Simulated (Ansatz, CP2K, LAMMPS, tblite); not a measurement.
# CP2K runs on amorphous SiO1.8 (101 atoms)

Aim: run amorphous SiO1.8 (101 atoms) in CP2K and see how near its forces come to a plane-wave reference, and at what cost.

Calculated with CP2K 2026.2; the method is named at each step.

## 1. Set-up

The cell holds 101 atoms: 36 Si and 65 O. Its edges and angles: a = 11.501 Å, b = 11.501 Å, c = 11.501 Å, α = 90.0°, β = 90.0°, γ = 90.0°. 101 atoms (36 Si, 65 O) placed at random at 2.24 g/cm³, melted at 5000 K for 10 ps at fixed volume with the Tersoff Si-O potential (Munetoh et al., Comput. Mater. Sci. 39, 334 (2007)). Quenched from 5000 K to 700 K at 5 K/ps and fixed volume, annealed at 1400 K for 50 ps, held 5 ps.

The yardstick, on the same geometry:

```
method                 : Kohn-Sham DFT, PBE, PAW, plane waves (Ansatz 0.2.0); cutoff 420 eV, Γ point, fermi-dirac smearing of 0.05 eV; PAW set soft_2
r.m.s. force component : 1.663 eV/Å
longest force          : 8.086 eV/Å
pressure               : 1.95 GPa
SCF cycles             : 18
time                   : 25 s on 4 threads of Arm Neoverse V2, shared host
CPU time               : 90 s
```

## 2. PBE, DZVP-MOLOPT-SR, 600/50 Ry, diagonalisation

Method: Kohn-Sham DFT, PBE, GTH-PBE pseudopotentials, Gaussian and plane waves, DZVP-MOLOPT-SR-GTH, diagonalisation.

input.inp reads:

```
&GLOBAL
  PROJECT cell
  RUN_TYPE ENERGY_FORCE
  PRINT_LEVEL LOW
&END GLOBAL
&FORCE_EVAL
  METHOD QS
  STRESS_TENSOR ANALYTICAL
  &DFT
    BASIS_SET_FILE_NAME BASIS_MOLOPT
    POTENTIAL_FILE_NAME GTH_POTENTIALS
    &MGRID
      CUTOFF 600
      REL_CUTOFF 50
      NGRIDS 5
    &END MGRID
    &QS
      EPS_DEFAULT 1.0E-12
    &END QS
    &SCF
      SCF_GUESS ATOMIC
      EPS_SCF 1.0E-06
      MAX_SCF 200
      ADDED_MOS 14
      &DIAGONALIZATION
        ALGORITHM STANDARD
      &END DIAGONALIZATION
      &SMEAR ON
        METHOD FERMI_DIRAC
        ELECTRONIC_TEMPERATURE [K] 580
      &END SMEAR
      &MIXING
        METHOD BROYDEN_MIXING
        ALPHA 0.3
        NBROYDEN 8
      &END MIXING
      &PRINT
        &RESTART OFF
        &END RESTART
      &END PRINT
    &END SCF
    &XC
      &XC_FUNCTIONAL PBE
      &END XC_FUNCTIONAL
    &END XC
    &PRINT
      &MULLIKEN ON
      &END MULLIKEN
      &HIRSHFELD ON
        SHAPE_FUNCTION DENSITY
      &END HIRSHFELD
      &MO ON
        EIGENVALUES T
        OCCUPATION_NUMBERS T
        MO_INDEX_RANGE 256 279
        &EACH
          QS_SCF 0
        &END EACH
        ADD_LAST NUMERIC
      &END MO
    &END PRINT
  &END DFT
  &SUBSYS
    &CELL
      A 11.50060 0.00000 0.00000
      B 0.00000 11.50060 0.00000
      C 0.00000 0.00000 11.50060
    &END CELL
    &COORD
      Si 0.01553 3.93700 6.75844
      Si 8.76277 4.98839 2.74841
      Si 4.99989 6.28864 1.49991
      Si 4.97665 9.91651 10.12869
      Si 10.44174 10.95168 11.24506
      Si 3.30159 2.66273 0.18274
      Si 8.66363 3.01132 7.91241
      Si 6.05898 7.13083 10.23185
      Si 1.81157 6.28485 1.96281
      Si 8.23719 7.46745 0.78273
      Si 10.13617 2.56118 10.42989
      Si 5.96398 0.94937 3.08400
      Si 8.24110 8.30711 7.19719
      Si 5.27728 9.60185 1.88449
      Si 5.74857 10.30028 6.98914
      Si 0.81275 8.51401 4.06811
      Si 0.76709 6.96879 6.91761
      Si 1.43642 3.06571 9.09617
      Si 6.98144 0.60229 8.87386
      Si 3.81716 9.33619 4.77344
      Si 7.79246 0.68325 5.94225
      Si 0.20690 10.96318 2.86020
      Si 2.70954 1.51681 3.22948
      Si 3.93114 6.78616 6.68955
      Si 6.64309 5.53397 7.81799
      Si 10.81896 8.37002 9.38046
      Si 8.05951 9.45096 9.98712
      Si 3.79531 1.17410 9.10848
      Si 0.83713 5.85116 10.53501
      Si 9.58218 9.80714 4.72652
      Si 0.11294 4.06627 3.62326
      Si 6.19123 3.49158 1.19319
      Si 9.41083 2.22008 1.88219
      Si 8.11655 10.60815 2.06666
      Si 2.41915 2.11105 6.51049
      Si 7.95186 4.84440 10.44910
      O 9.99713 3.29354 7.00996
      O 2.18661 9.13044 4.67775
      O 6.72877 5.80251 9.51755
      O 0.38700 3.88375 5.18528
      O 8.90215 0.59412 1.84918
      O 7.47044 8.08205 10.87221
      O 5.08821 8.37485 9.65360
      O 4.98482 10.30120 8.46525
      O 6.73774 10.52684 9.64061
      O 1.54396 0.31558 3.29952
      O 5.93868 4.98885 1.84700
      O 11.19698 9.76148 10.33156
      O 3.79416 11.16559 9.84612
      O 2.62030 2.19891 4.78540
      O 7.76728 6.72716 7.47608
      O 7.50023 3.85857 0.29258
      O 8.72355 9.73296 3.37048
      O 8.19855 1.77903 8.89813
      O 8.14841 2.14843 6.56201
      O 4.34389 0.94822 3.43155
[... 41 atom lines left out ...]
      O 1.57984 5.85151 0.42966
      O 0.56732 7.48183 5.37860
      O 2.60512 2.09909 1.62158
      O 9.09456 3.65742 9.55010
    &END COORD
    &KIND Si
      BASIS_SET DZVP-MOLOPT-SR-GTH-q4
      POTENTIAL GTH-PBE-q4
    &END KIND
    &KIND O
      BASIS_SET DZVP-MOLOPT-SR-GTH-q6
      POTENTIAL GTH-PBE-q6
    &END KIND
  &END SUBSYS
  &PRINT
    &FORCES ON
    &END FORCES
    &STRESS_TENSOR ON
    &END STRESS_TENSOR
  &END PRINT
&END FORCE_EVAL
```

Run with:

```bash
$ OMP_NUM_THREADS=1 mpirun -np 4 cp2k.psmp -i input.inp > output.txt
```

Numbers of over 12 decimals in the logs are rounded to 6 here.

The program printed:

```text
CP2K| version string:                                       CP2K version 2026.2
 CP2K| Input file name                                                 input.inp
 GLOBAL| Basis set file name                                        BASIS_MOLOPT
 GLOBAL| Potential file name                                      GTH_POTENTIALS
 GLOBAL| Run type                                                   ENERGY_FORCE
 GLOBAL| Total number of message passing processes                             4
 GLOBAL| Number of threads for this process                                    1
 TOTAL NUMBERS AND MAXIMUM NUMBERS
  Total number of            - Atomic kinds:                                   2
                             - Atoms:                                        101
                             - Shell sets:                                   101
                             - Shells:                                       505
                             - Primitive Cartesian functions:                469
                             - Cartesian basis functions:                   1414
                             - Spherical basis functions:                   1313
  Maximum angular momentum of- Orbital basis functions:                        2
                             - Local part of the GTH pseudopotential:          2
                             - Non-local part of the GTH pseudopotential:      2
 SCF PARAMETERS         Density guess:                                    ATOMIC
                        max_scf:                                             200
                        eps_scf:                                        1.00E-06
                        added MOs                                        14    0
                        Mixing method:                            BROYDEN_MIXING
                                                charge density mixing in g-space
                        Smear method:                                FERMI_DIRAC
                        Electronic temperature [K]:                        580.0
                        Electronic temperature [a.u.]:                  1.84E-03
                        Accuracy threshold:                             1.00E-10
 Extrapolation method: initial_guess
 Number of electrons:                                                        534
 Number of occupied orbitals:                                                267
 Number of molecular orbitals:                                               281
 Number of orbital functions:                                               1313
 Number of independent orbital functions:                                   1313
 SCF WAVEFUNCTION OPTIMIZATION
  Step     Update method      Time    Convergence         Total energy    Change
     1 NoMix/Diag. 0.30E+00    3.6     1.60037786     -1190.0243521195 -1.19E+03
     2 Broy./Diag. 0.30E+00    4.3     1.11214657     -1087.8181328689  1.02E+02
     3 Broy./Diag. 0.30E+00    4.1     1.36797714     -1171.8128151913 -8.40E+01
     4 Broy./Diag. 0.30E+00    4.0     0.77476540     -1194.7734297199 -2.30E+01
[...]
29 Broy./Diag. 0.30E+00    3.9     0.00000102     -1186.3417838549 -3.91E-06
    30 Broy./Diag. 0.30E+00    3.8     0.00000086     -1186.3417872421 -3.39E-06
  *** SCF run converged in    30 steps ***
  Electronic density on regular grids:       -534.0000000000        0.0000000000
  Core density on regular grids:              533.9999999996       -0.0000000004
  Total charge density on r-space grids:       -0.0000000003
  Total charge density g-space grids:          -0.0000000003
  Overlap energy of the core charge distribution:               6.5606e-07
  Self energy of the core charge distribution:              -3068.491188
  Core Hamiltonian energy:                                    864.077868
  Hartree energy:                                            1294.754127
  Exchange-correlation energy:                               -276.675406
  Electronic entropic energy:                                  -0.00718978
  Fermi energy:                                                 0.193378
  Total energy:                                             -1186.341787
  Total energy (extrapolated to T->0):                      -1186.338192
 MO| EIGENVALUES AND OCCUPATION NUMBERS
 MO|
 MO|  Index      Eigenvalue [a.u.]        Eigenvalue [eV]             Occupation
 MO|    256               0.045206               1.230127               2.000000
 MO|    257               0.045402               1.235443               2.000000
 MO|    258               0.056554               1.538909               2.000000
[...]
MO|    278               0.233414               6.351525               0.000000
 MO|    279               0.235276               6.402174               0.000000
 MO| Sum:                                                             534.000000
 MO| E(Fermi):            0.193378 a.u.          5.262071 eV
 !-----------------------------------------------------------------------------!
                     Mulliken Population Analysis
 #  Atom  Element  Kind  Atomic population                           Net charge
       1     Si       1          3.137153                              0.862847
       2     Si       1          3.179219                              0.820781
       3     Si       1          3.093289                              0.906711
[...]
100     O        2          6.464590                             -0.464590
     101     O        2          6.552413                             -0.552413
 # Total charge                            534.000000                  0.000000
 !-----------------------------------------------------------------------------!
 !-----------------------------------------------------------------------------!
                           Hirshfeld Charges
  #Atom  Element  Kind  Ref Charge     Population                    Net charge
      1       Si     1       4.000          3.452                         0.548
      2       Si     1       4.000          3.524                         0.476
      3       Si     1       4.000          3.444                         0.556
[...]
100       O      2       6.000          6.299                        -0.299
    101       O      2       6.000          6.220                        -0.220
  Total Charge                                                           -0.000
 !-----------------------------------------------------------------------------!
 ENERGY| Total FORCE_EVAL ( QS ) energy [hartree]          -1186.341788
 FORCES| Atomic forces [hartree/bohr]
 FORCES|   Atom     x               y               z               |f|
 FORCES|      1 -6.10129354E-02  9.98103797E-03 -2.35728018E-02   6.61655226E-02
 FORCES|      2 -1.20042988E-02  4.26354239E-02  3.41439180E-02   5.59257517E-02
 FORCES|      3 -3.36436532E-03  3.75938219E-02  2.12854746E-02   4.33322724E-02
[...]
FORCES|    100  8.41010450E-03 -1.92188530E-02  3.68070419E-02   4.23656996E-02
 FORCES|    101  5.19271187E-02  1.10865930E-02  1.73928916E-02   5.58735257E-02
 FORCES| Sum    -6.23265785E-03 -1.07260529E-03  8.38686114E-03
 FORCES| Total atomic force                                       1.05040919E-02
 STRESS| Analytical stress tensor [bar]
 STRESS|                        x                   y                   z
 STRESS|      x        4.22962329018E+04  -9.20158388930E+03   3.19092307387E+03
 STRESS|      y       -9.20158388930E+03   1.09300232592E+04   6.50714533438E+03
 STRESS|      z        3.19092307387E+03   6.50714533438E+03   5.02025536650E+04
 STRESS| 1/3 Trace                                             3.44762699420E+04
```

It took 2.2 min on 4 MPI ranks of Arm Neoverse V2, shared host; peak memory 5.1 GiB; 8.7 min of CPU time.

Banners, paths, timers and routine set-up lines are dropped from the logs unmarked, and long logs keep their key lines alone; longer cuts are marked.

Against the reference:

```yaml
r_m_s_force_component: 1.675 eV/Å
r_m_s_difference_of_force_components: 130.1 meV/Å
longest_difference_of_force_vectors: 518.8 meV/Å
force_difference_over_r_m_s_force: 7.823 %
slope_of_forces_against_the_reference_s: 1.004
correlation_of_force_components: 0.997
pressure: 3.448 GPa
pressure_difference: 1.497 GPa
```

Length of the force difference by element (eV/Å):

```csv
element,atoms,mean,most
O,65,0.19,0.49
Si,36,0.21,0.52
```

A closer look about Si7, which has 5 bonded neighbours where the commonest count for Si is 4: 12 atoms, nearest first, numbered in the order of the input, with positions taken from that point.

```csv
atom,x,y,z,distance (Å),bonds,Hirshfeld charge (e),Fx,Fy,Fz (eV/Å)
Si7,0.00,0.00,0.00,0.00,5,0.46,-1.56,0.01,-1.63
O37,1.33,0.28,-0.90,1.63,2,-0.27,3.90,1.42,0.75
O54,-0.47,-1.23,0.99,1.65,2,-0.29,-2.26,-2.91,0.71
O65,-1.17,1.11,-0.37,1.66,2,-0.29,-2.01,2.67,0.89
O55,-0.52,-0.86,-1.35,1.68,2,-0.31,-0.81,-3.32,-2.36
O101,0.43,0.65,1.64,1.81,3,-0.22,2.67,0.57,0.89
Si11,1.47,-0.45,2.52,2.95,4,0.51,0.46,-2.73,-1.94
Si19,-1.68,-2.41,0.96,3.09,4,0.51,-0.46,2.63,2.55
Si21,-0.87,-2.33,-1.97,3.17,4,0.54,1.96,2.83,-3.48
Si36,-0.71,1.83,2.54,3.21,4,0.45,1.07,-0.95,2.35
Si1,2.85,0.93,-1.15,3.21,4,0.55,-3.14,0.51,-1.21
Si25,-2.02,2.52,-0.09,3.23,4,0.53,4.57,-0.91,-0.66
```

Forces lie 7.8 % from the reference's, at 5.8 times its CPU time.

The forces add up to 0.54 eV/Å instead of zero, usually a sign of too coarse a grid.

## 3. PBE, DZVP-MOLOPT-SR, 600/30 Ry, diagonalisation

Method: Kohn-Sham DFT, PBE, GTH-PBE pseudopotentials, Gaussian and plane waves, DZVP-MOLOPT-SR-GTH, diagonalisation.

Edit input.inp of step 2 so:

```diff
@@ -13,3 +13,3 @@
       CUTOFF 600
-      REL_CUTOFF 50
+      REL_CUTOFF 30
       NGRIDS 5
@@ -69,3 +69,28 @@
     &COORD
-[... 101 atom lines left out: the same atoms as in the first run ...]
+      SCALED
+      Si 0.00135 0.34233 0.58766
+      Si 0.76194 0.43375 0.23898
+      Si 0.43475 0.54681 0.13042
+      Si 0.43273 0.86226 0.88071
+      Si 0.90793 0.95227 0.97778
+      Si 0.28708 0.23153 0.01589
+      Si 0.75332 0.26184 0.68800
+      Si 0.52684 0.62004 0.88968
+      Si 0.15752 0.54648 0.17067
+      Si 0.71624 0.64931 0.06806
+      Si 0.88136 0.22270 0.90690
+      Si 0.51858 0.08255 0.26816
+      Si 0.71658 0.72232 0.62581
+      Si 0.45887 0.83490 0.16386
+      Si 0.49985 0.89563 0.60772
+      Si 0.07067 0.74031 0.35373
+      Si 0.06670 0.60595 0.60150
+      Si 0.12490 0.26657 0.79093
+      Si 0.60705 0.05237 0.77160
+      Si 0.33191 0.81180 0.41506
+[... 77 atom lines left out ...]
+      O 0.13737 0.50880 0.03736
+      O 0.04933 0.65056 0.46768
+      O 0.22652 0.18252 0.14100
+      O 0.79079 0.31802 0.83040
     &END COORD
```

The program printed:

```text
CP2K| version string:                                       CP2K version 2026.2
 CP2K| Input file name                                                 input.inp
 GLOBAL| Basis set file name                                        BASIS_MOLOPT
 GLOBAL| Potential file name                                      GTH_POTENTIALS
 GLOBAL| Run type                                                   ENERGY_FORCE
 GLOBAL| Total number of message passing processes                             4
 GLOBAL| Number of threads for this process                                    1
[... lines left out ...]
                        Smear method:                                FERMI_DIRAC
[... lines left out ...]
 Number of electrons:                                                        534
[... lines left out ...]
  Step     Update method      Time    Convergence         Total energy    Change
[... lines left out ...]
  *** SCF run converged in    30 steps ***
[... lines left out ...]
  Fermi energy:                                                 0.193376
  Total energy:                                             -1186.342495
  Total energy (extrapolated to T->0):                      -1186.338900
[... lines left out ...]
 MO| E(Fermi):            0.193376 a.u.          5.262021 eV
[... lines left out ...]
    101       O      2       6.000          6.220                        -0.220
  Total Charge                                                           -0.000
 !-----------------------------------------------------------------------------!
 ENERGY| Total FORCE_EVAL ( QS ) energy [hartree]          -1186.342496
 FORCES| Atomic forces [hartree/bohr]
 FORCES|   Atom     x               y               z               |f|
 FORCES|      1 -6.10177708E-02  9.97202462E-03 -2.35804014E-02   6.61713303E-02
 FORCES|      2 -1.20013668E-02  4.26387590E-02  3.41453554E-02   5.59285426E-02
 FORCES|      3 -3.35894553E-03  3.75895682E-02  2.12922543E-02   4.33314925E-02
[...]
FORCES|    100  8.45150329E-03 -1.92710975E-02  3.68109417E-02   4.24010440E-02
 FORCES|    101  5.19323423E-02  1.11253675E-02  1.73247502E-02   5.58649170E-02
 FORCES| Sum    -6.15811357E-03 -3.09381081E-04  8.20810137E-03
 FORCES| Total atomic force                                       1.02660122E-02
 STRESS| Analytical stress tensor [bar]
 STRESS|                        x                   y                   z
 STRESS|      x        4.24718515845E+04  -9.20065885311E+03   3.19108773325E+03
 STRESS|      y       -9.20065885311E+03   1.10654895761E+04   6.50822271404E+03
 STRESS|      z        3.19108773325E+03   6.50822271404E+03   5.03600358143E+04
 STRESS| 1/3 Trace                                             3.46324589916E+04
```

Run time: 98 s. Hardware: 4 MPI ranks; peak memory 5.1 GiB; 6.5 min of CPU time.

Against the reference:

* r.m.s. force component: 1.675 eV/Å
* r.m.s. difference of force components: 130 meV/Å
* longest difference of force vectors: 519.3 meV/Å
* force difference over r.m.s. force: 7.819 %
* slope of forces against the reference's: 1.004
* correlation of force components: 0.997
* pressure: 3.463 GPa
* pressure difference: 1.513 GPa
* energy less the same-level run's: -0.1907 meV/atom
* r.m.s. force difference from the same-level run: 1.815 meV/Å

This is a coarse setting, run to see what it loses.

Against the first run (7.8 %), the force difference from the reference is 7.8 %, at 0.75 times the CPU time: the change moves forces by 1.8 meV/Å r.m.s., so most of the difference comes from elsewhere.

The forces add up to 0.53 eV/Å instead of zero, usually a sign of too coarse a grid.

(Part 1 of 2 ends here.)

[Also dropped from logs without a mark: logging warnings of Python, and SIESTA's first energy breakdown and zero terms.]

[Logs are printed without paths, hosts, clocks, repeated set-up lines and the standing remarks that a program may print on its own settings, such as how far it seeks lower states.]

[Hosts, paths, dates, database ids (printed as entryN), source tags and the programs' standing remarks are cut or masked in the printed files.]
